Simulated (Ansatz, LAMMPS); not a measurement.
# Structural relaxation of amorphous 79SiO2-21Al2O3 (mol %) (96 atoms), part 2 of 3

Aim: bring amorphous 79SiO2-21Al2O3 (mol %) (96 atoms) to a nearby minimum of the energy and see what moves.

Ansatz 0.2.0; Kohn-Sham DFT, PBE, PAW (set soft_2), plane waves.

The cell: 22 Si, 12 Al and 62 O. The quench rate of 50 K/ps is many orders above laboratory rates. The starting topology of bonds comes from the classical model. Only the Γ point is sampled in the main run, in a cell whose shortest periodic width is 11 Å.

So far. Step 4 (Cell and atoms relaxed): The relaxation changed the energy by -38.4 meV/atom, and atoms moved by 0.23 Å r.m.s., 0.60 Å at most.

**6. Single point at the relaxed geometry**

The electronic structure is read at the final geometry, in a run of its own.

Contents of input.yaml:

```yaml
crystal:
  lattice:
    - [10.74298, -0.09621, 0.13213]
    - [-0.09621, 10.91861, -0.13751]
    - [0.13213, -0.13751, 10.9622]
  atoms:
    - { symbol: Si, position: [0.39129, 0.26399, 0.56901] }
    - { symbol: Si, position: [0.40338, 0.64872, 0.44338] }
    - { symbol: Si, position: [0.64418, 0.19151, 0.97547] }
    - { symbol: Si, position: [0.94568, 0.99882, 0.61169] }
    - { symbol: Si, position: [0.60644, 0.92761, 0.23403] }
    - { symbol: Si, position: [0.16179, 0.08013, 0.75711] }
    - { symbol: Si, position: [0.85224, 0.22887, 0.5043] }
    - { symbol: Si, position: [0.31129, 0.48875, 0.02528] }
    - { symbol: Si, position: [0.04165, 0.50524, 0.02532] }
    - { symbol: Si, position: [0.76297, 0.37025, 0.74772] }
    - { symbol: Si, position: [0.05435, 0.06115, 0.00081] }
    - { symbol: Si, position: [0.34603, 0.88477, 0.33725] }
    - { symbol: Si, position: [0.12716, 0.29051, 0.42825] }
    - { symbol: Si, position: [0.04955, 0.53206, 0.30832] }
    - { symbol: Si, position: [0.77255, 0.56501, 0.34287] }
    - { symbol: Si, position: [0.67589, 0.7807, 0.46266] }
    - { symbol: Si, position: [0.21999, 0.10212, 0.23551] }
    - { symbol: Si, position: [0.54381, 0.41362, 0.38282] }
    - { symbol: Si, position: [0.4199, 0.77608, 0.78358] }
    - { symbol: Si, position: [0.98656, 0.8327, 0.1109] }
    - { symbol: Si, position: [0.38359, 0.98529, 0.61091] }
    - { symbol: Si, position: [0.95054, 0.59101, 0.77911] }
    - { symbol: Al, position: [0.87324, 0.281, 0.99069] }
    - { symbol: Al, position: [0.25595, 0.76318, 0.96908] }
    - { symbol: Al, position: [0.69695, 0.21381, 0.24971] }
    - { symbol: Al, position: [0.7788, 0.83099, 0.72984] }
    - { symbol: Al, position: [0.43857, 0.28544, 0.15309] }
    - { symbol: Al, position: [0.97702, 0.78339, 0.40141] }
    - { symbol: Al, position: [0.66365, 0.64159, 0.8377] }
    - { symbol: Al, position: [0.25088, 0.36492, 0.8076] }
    - { symbol: Al, position: [0.7275, 0.69269, 0.09559] }
    - { symbol: Al, position: [0.1986, 0.62274, 0.67685] }
    - { symbol: Al, position: [0.58471, 0.89924, 0.95954] }
    - { symbol: Al, position: [0.47923, 0.4767, 0.76915] }
    - { symbol: O, position: [0.27049, 0.73156, 0.79819] }
    - { symbol: O, position: [0.97631, 0.8429, 0.25808] }
    - { symbol: O, position: [0.98728, 0.18224, 0.95487] }
    - { symbol: O, position: [0.70052, 0.61495, 0.22987] }
    - { symbol: O, position: [0.31432, 0.63406, 0.03286] }
    - { symbol: O, position: [0.6756, 0.47787, 0.42189] }
    - { symbol: O, position: [0.42374, 0.84023, 0.92645] }
    - { symbol: O, position: [0.05091, 0.0977, 0.6616] }
    - { symbol: O, position: [0.02023, 0.59828, 0.91169] }
    - { symbol: O, position: [0.08029, 0.55629, 0.16144] }
    - { symbol: O, position: [0.25059, 0.98361, 0.67983] }
    - { symbol: O, position: [0.80477, 0.69316, 0.42909] }
    - { symbol: O, position: [0.45917, 0.88008, 0.68588] }
    - { symbol: O, position: [0.50078, 0.64423, 0.76952] }
    - { symbol: O, position: [0.54472, 0.70462, 0.46823] }
    - { symbol: O, position: [0.12762, 0.80961, 0.05171] }
    - { symbol: O, position: [0.85064, 0.08507, 0.5375] }
    - { symbol: O, position: [0.70606, 0.83872, 0.592] }
    - { symbol: O, position: [0.12851, 0.00359, 0.88038] }
    - { symbol: O, position: [0.40273, 0.3601, 0.68635] }
    - { symbol: O, position: [0.38288, 0.43854, 0.89587] }
    - { symbol: O, position: [0.65327, 0.60568, 0.98593] }
    - { symbol: O, position: [0.17147, 0.42895, 0.97909] }
    - { symbol: O, position: [0.90003, 0.49179, 0.31705] }
    - { symbol: O, position: [0.15845, 0.09668, 0.10214] }
    - { symbol: O, position: [0.89135, 0.44789, 0.76987] }
    - { symbol: O, position: [0.35743, 0.41879, 0.13983] }
    - { symbol: O, position: [0.35453, 0.16981, 0.22412] }
    - { symbol: O, position: [0.88076, 0.73498, 0.06543] }
    - { symbol: O, position: [0.64516, 0.46669, 0.76326] }
    - { symbol: O, position: [0.43367, 0.12806, 0.61263] }
    - { symbol: O, position: [0.99376, 0.28914, 0.50399] }
    - { symbol: O, position: [0.3871, 0.9411, 0.46964] }
    - { symbol: O, position: [0.32903, 0.73656, 0.35098] }
    - { symbol: O, position: [0.50296, 0.30712, 0.47652] }
    - { symbol: O, position: [0.18743, 0.47679, 0.72778] }
    - { symbol: O, position: [0.62724, 0.05146, 0.93421] }
    - { symbol: O, position: [0.57001, 0.32875, 0.25424] }
    - { symbol: O, position: [0.43279, 0.51315, 0.37928] }
    - { symbol: O, position: [0.78803, 0.24209, 0.37336] }
    - { symbol: O, position: [0.99102, 0.88849, 0.52038] }
    - { symbol: O, position: [0.06736, 0.65219, 0.39393] }
    - { symbol: O, position: [0.25229, 0.27384, 0.5125] }
    - { symbol: O, position: [0.23074, 0.96171, 0.2883] }
    [... 12 atom lines left out ...]
    - { symbol: O, position: [0.74417, 0.27388, 0.87108] }
    - { symbol: O, position: [0.94994, 0.96805, 0.05725] }
    - { symbol: O, position: [0.74849, 0.22413, 0.08712] }
    - { symbol: O, position: [0.63185, 0.07099, 0.22621] }
    - { symbol: O, position: [0.32261, 0.64046, 0.56946] }
    - { symbol: O, position: [0.88557, 0.94624, 0.73805] }
kpoints:
  mp_grid: { grid: [1, 1, 1] }
hamiltonian:
  xc: pbe
scf:
  occupations: { method: fermi_dirac, width: 0.025 }
output:
  forces: true
  stress: true
  populations: true
  dos:
    method: { smearing: { sigma: 0.08 } }
    de: 0.05
    projected: { site_lists: { Al: [Al], O: [O], Si: [Si] } }
  eigenvalues: true
  write_density: true
  write_potential: true
  volumetric_format: npy
```

Started as:

```sh
> ansatz run input.yaml --threads 4 --pin off --max-ram 8192MiB --backend cpu --events-out ev --progress --plain --runs-dir out
```

It took 7.4 s on 4 threads of AMD EPYC 9B45 (Zen 5), shared host; peak memory 1.6 GiB.

Numbers from this run:

| Property | Result |
| --- | --- |
| free energy | -55726.6971 eV |
| free energy per atom | -580.4864 eV/atom |
| SCF cycles | 9 |
| pressure | -0.006447 GPa |
| r.m.s. force component | 0.00663 eV/Å |
| longest force | 0.03651 eV/Å |
| Fermi energy | 4.905 eV |
| gap (highest filled to lowest empty level) | 3.907 eV |
| spilling of the projection | 0.01208 |

Löwdin charges by element and coordination (they lack the spilled electrons, 0.062 e an atom on average):

| element | coordination | atoms | mean charge (e) | spread | least | most |
| --- | --- | --- | --- | --- | --- | --- |
| Al | all | 12 | 1.40 | 0.0301 | 1.34 | 1.44 |
| Al | 4 | 10 | 1.41 | 0.0225 | 1.37 | 1.44 |
| Al | 5 | 2 | 1.36 | 0.0206 | 1.34 | 1.38 |
| O | all | 62 | -0.801 | 0.0344 | -0.912 | -0.746 |
| O | 2 | 48 | -0.803 | 0.0352 | -0.912 | -0.746 |
| O | 3 | 14 | -0.793 | 0.0303 | -0.873 | -0.751 |
| Si | all | 22 | 1.76 | 0.0156 | 1.74 | 1.79 |

Density of states as counts of states in windows of 1 eV (from the Fermi level), total and the larger projections:

| from (eV) | to (eV) | total | O p | Si p |
| --- | --- | --- | --- | --- |
| -14 | -12 | 0.0 | 0.0 | 0.0 |
| -12 | -11 | 6.5 | 4.3 | 0.2 |
| -11 | -10 | 13.9 | 9.4 | 0.7 |
| -10 | -9 | 17.0 | 12.1 | 1.2 |
| -9 | -8 | 27.7 | 20.7 | 3.5 |
| -8 | -7 | 40.1 | 31.3 | 5.1 |
| -7 | -6 | 41.0 | 33.3 | 3.5 |
| -6 | -5 | 50.5 | 44.1 | 2.4 |
| -5 | -4 | 65.7 | 60.4 | 2.0 |
| -4 | -3 | 74.7 | 70.6 | 1.2 |
| -3 | -2 | 33.2 | 31.8 | 0.3 |
| -2 | -1 | 1.8 | 1.7 | 0.0 |
| -1 | 1 | 0.0 | 0.0 | 0.0 |
| 1 | 2 | 1.8 | 0.0 | 0.0 |
| 2 | 3 | 0.2 | 0.0 | 0.0 |
| 3 | 4 | 8.1 | 0.9 | 0.9 |
| 4 | 5 | 16.7 | 1.8 | 3.3 |

Between -23 and -14 eV lie 124 more states.

The levels nearest the highest filled one (over half full), pooled over k-points and spins:

| level less the highest filled one (eV) | occupation |
| --- | --- |
| -0.483 | 2 |
| -0.434 | 2 |
| -0.388 | 2 |
| -0.181 | 2 |
| -0.0727 | 2 |
| 0 | 2 |
| 3.91 | 0 |
| 5.25 | 0 |
| 5.46 | 0 |
| 5.64 | 0 |
| 5.91 | 0 |
| 6.02 | 0 |

Valence density in the bc plane at fractional x = 0.658, with atoms of Si and Al and O within 0.2 Å of it. It is the smooth field of the valence electrons, not physical close to the nuclei.

Ten steps, logarithmic in the rise over the least value, from '_' (0.0 e/Å³) to '@' (6.8 e/Å³), each cell a mean:
```
**####**==::::----::..________..==##@@@@##++::..::::::::::::==
##@@%%##++----====--::..______..--++####**==::--======--::::==
++##**++------====--::..........::--==----::--++##%%##++--::--
::----::....::------::::::--====--::::....::==**@@@@@@**--....
____________....::::::--==##%%%%**==::....::--++##%%##++::..__
________________....::--++%%@@@@##==::......::--==++==--..____
__________________....--==##%%##++--............::::::....____
________________......::::--==--::..__________..::----::..____
______________....::............____________..::==++**++--..__
______________..........____________________..--++####**==..__
__________________..______________________..::--++****++--..__
________________________..::----::..____..::----======--::____
______________________..--++####**--....::------::::----::..__
______________........::==##@@@@##==::..::--------==++++==::..
__________............::==**%%%%**==::....::::--==**%%%%##++::
..............::::::::::::==++++==--::::::....::--**%%@@%%++--
--======--::..::::----::::::::::::--====--::....::++##%%##++--
++##%%##++--..::--====--::......::==####**==::....::==++==--==
**%%@@%%**--::::--------::..__..::++##%%##==::....::--------==
++**##**==--::::::::::....______::--++**++--::::--==++++==----
::------::::----::....____________..::----::::--++##%%%%**--::
........::--====--::..____________..::--::::::--**%%@@@@**--..
......::::--====--::..__________::==++**++--::--==**####++--..
--======----------::..________..--**@@@@##++::::::--====--::::
```
Columns run along b (10.9 Å), rows up along c (11.0 Å). Atoms in or near the plane, at fractional coordinates: Si at (0.19, 0.98), Si at (0.78, 0.46), Al at (0.64, 0.84), O at (0.48, 0.42), O at (0.61, 0.99), O at (0.47, 0.76), O at (0.87, 0.35), O at (0.85, 0.10), O at (0.81, 0.84).

Electrostatic potential energy in the bc plane at fractional x = 0.658, with atoms of Si and Al and O within 0.2 Å of it. With pseudopotentials it is smooth inside the atoms' cores, unlike the true potential.

Ten even steps from '_' (-40 eV) to '@' (10 eV), each cell a mean:
```
**----++..______==%%@@@@@@@@@@@@@@++____--%%@@@@@@%%##**++**%%
==....====....::**%%@@@@@@@@@@@@@@%%++==**%%%%@@@@%%##****##%%
##++**%%%%****##%%%%@@@@@@@@@@@@@@%%******++##%%++::==##%%%%@@
@@@@@@@@@@@@%%%%%%@@@@@@@@@@%%%%%%**++####****++..____**@@@@@@
@@@@@@@@@@@@@@@@@@%%%%%%%%++::--**##++****++**##--::==%%@@@@@@
@@@@@@@@@@@@@@@@@@%%%%####..____++%%##**++**%%%%%%%%%%@@@@@@@@
@@@@@@@@@@@@@@@@@@%%%%%%%%++::==##@@%%%%%%%%%%@@@@%%@@@@@@@@@@
@@@@@@@@@@@@@@@@@@@@@@%%%%@@@@@@@@@@@@@@@@@@@@@@@@@@@@@@@@@@@@
@@@@@@@@@@@@@@@@@@@@@@@@@@@@@@@@@@@@@@@@@@@@@@@@@@####%%@@@@@@
@@@@@@@@@@@@@@@@@@@@@@@@@@@@@@@@@@@@@@@@@@@@@@@@%%==--##@@@@@@
@@@@@@@@@@@@@@@@@@@@@@@@@@@@@@@@@@@@@@@@@@@@%%####++++%%@@@@@@
@@@@@@@@@@@@@@@@@@@@@@@@@@@@@@@@@@@@@@@@@@%%**::..::**%%@@@@@@
@@@@@@@@@@@@@@@@@@@@@@@@@@%%++==##@@@@@@@@##--______--##@@@@@@
@@@@@@@@@@@@@@@@@@@@@@@@%%==____--%%@@@@%%##==____..++##@@@@@@
@@@@@@@@@@@@@@@@@@@@@@%%%%**::::++%%%%@@@@%%##**++++::..==%%@@
@@@@@@@@@@%%%%%%%%%%@@%%%%%%%%%%%%%%%%@@@@@@@@%%%%**..__::##@@
%%@@@@@@%%**++++**%%%%@@@@@@@@@@@@%%%%@@@@@@@@@@@@%%++::==**##
##==::==**++**++++##%%@@@@@@@@@@@@%%++==##@@@@@@@@@@##++::::++
**::__::**++++++++##%%@@@@@@@@@@@@%%==--++@@@@@@@@%%##==....==
%%**==**%%##****##%%@@@@@@@@@@@@@@@@%%##%%%%%%%%%%%%##**++++**
@@@@@@@@@@%%%%%%%%@@@@@@@@@@@@@@@@@@@@%%##****####==..::**%%%%
@@@@@@@@@@%%%%%%@@@@@@@@@@@@@@@@@@@@@@%%**++++##**..____**@@@@
@@@@@@%%##**++**%%@@@@@@@@@@@@@@@@@@##**##**####%%**--++%%%%@@
@@@@%%##--____..**%%@@@@@@@@@@@@@@**....==%%%%%%%%%%%%######%%
```
Columns run along b (10.9 Å; values clipped at the 3rd and 97th percentile), rows up along c (11.0 Å). Atoms in or near the plane, at fractional coordinates: Si at (0.19, 0.98), Si at (0.78, 0.46), Al at (0.64, 0.84), O at (0.48, 0.42), O at (0.61, 0.99), O at (0.47, 0.76), O at (0.87, 0.35), O at (0.85, 0.10), O at (0.81, 0.84).

Mean Löwdin charges: Al +1.40, O -0.80, Si +1.76 e (they miss 1.2 % of the electrons, so they add up to more than the cell's charge).

A closer look about O44, picked at random: 8 atoms, nearest first, numbered in the order of the input, with positions taken from that point.

| atom | x | y | z | distance (Å) | bonds | Löwdin charge (e) |
| --- | --- | --- | --- | --- | --- | --- |
| O44 | 0.00 | 0.00 | 0.00 | 0.00 | 2 | -0.77 |
| Si9 | -0.43 | -0.53 | -1.49 | 1.64 | 4 | 1.76 |
| Si14 | -0.31 | -0.28 | 1.61 | 1.66 | 4 | 1.76 |
| O57 | 0.97 | -1.37 | -1.97 | 2.59 | 3 | -0.75 |
| O88 | -1.74 | -1.44 | -1.33 | 2.62 | 2 | -0.83 |
| O58 | -1.91 | -0.71 | 1.69 | 2.65 | 2 | -0.77 |
| O89 | 0.62 | -1.52 | 2.16 | 2.71 | 2 | -0.78 |
| O76 | -0.12 | 1.02 | 2.53 | 2.73 | 2 | -0.83 |

The column of bonds counts only the pairs O-Si within 2.12 Å, O-Al within 2.49 Å; other neighbours, such as metal atoms beside each other in a compound, aren't counted, and periodic images can show an atom twice.

**7. K-mesh 2×2×2**

Large cells are often run on few k-points; this run checks whether the reference had enough.

input.yaml: that of step 6 with these lines changed.

```diff
@@ -8,3 +8,3 @@
 kpoints:
-  mp_grid: { grid: [1, 1, 1] }
+  mp_grid: { grid: [2, 2, 2] }
 hamiltonian:
@@ -22,4 +22 @@
   eigenvalues: true
-  write_density: true
-  write_potential: true
-  volumetric_format: npy
```

Run time: 59 s. Hardware: 4 threads; peak memory 5.7 GiB; 3.7 min of CPU time.

The program notes that it cut back its work space to fit the memory limit.

Geometry and reference: those of the single point at the relaxed geometry.

Forces differ from those of the single point at the relaxed geometry by 3.5 meV/Å r.m.s.; the energy by -0.82 meV/atom and the gap by -0.014 eV. It took 59 s and 9 cycles; the reference's time can't be set against it, since the two runs asked for unlike analyses.

**8. Functional HSE06**

HSE06 mixes in a quarter of exact exchange at short range, which counters self-interaction, at a higher cost.

This step: Kohn-Sham DFT, HSE06, PAW (set soft_2), plane waves (Ansatz 0.2.0).

input.yaml: that of step 7 with these lines changed.

```diff
@@ -8,5 +8,5 @@
 kpoints:
-  mp_grid: { grid: [2, 2, 2] }
+  mp_grid: { grid: [1, 1, 1] }
 hamiltonian:
-  xc: pbe
+  xc: hse06
 scf:
```

The job ended after 92 s (4 threads; peak memory 3.8 GiB).

The program notes that the exchange threshold is loose for the stress and the SCF threshold is loose for the stress.

Geometry and reference: those of the single point at the relaxed geometry.

Forces differ from those of the single point at the relaxed geometry by 179 meV/Å r.m.s.; the pressure by -5.0 GPa and the gap by +1.8 eV. It took 92 s and 16 cycles; the reference's time can't be set against it, since the two runs asked for unlike analyses.

The run gave:

```
free energy                                      : -55736.4838 eV
free energy per atom                             : -580.5884 eV/atom
SCF cycles                                       : 16
pressure                                         : -4.977 GPa
r.m.s. force component                           : 0.1792 eV/Å
longest force                                    : 0.5975 eV/Å
Fermi energy                                     : 4.509 eV
gap (highest filled to lowest empty level) : 5.664 eV
spilling of the projection                       : 0.01234
```

[end of part 2 of 3]

[Logs are printed without paths, hosts, clocks, repeated set-up lines and the standing remarks that a program may print on its own settings, such as how far it seeks lower states.]

[Hosts, paths, dates, database ids (printed as entryN), source tags and the programs' standing remarks are cut or masked in the printed files.]
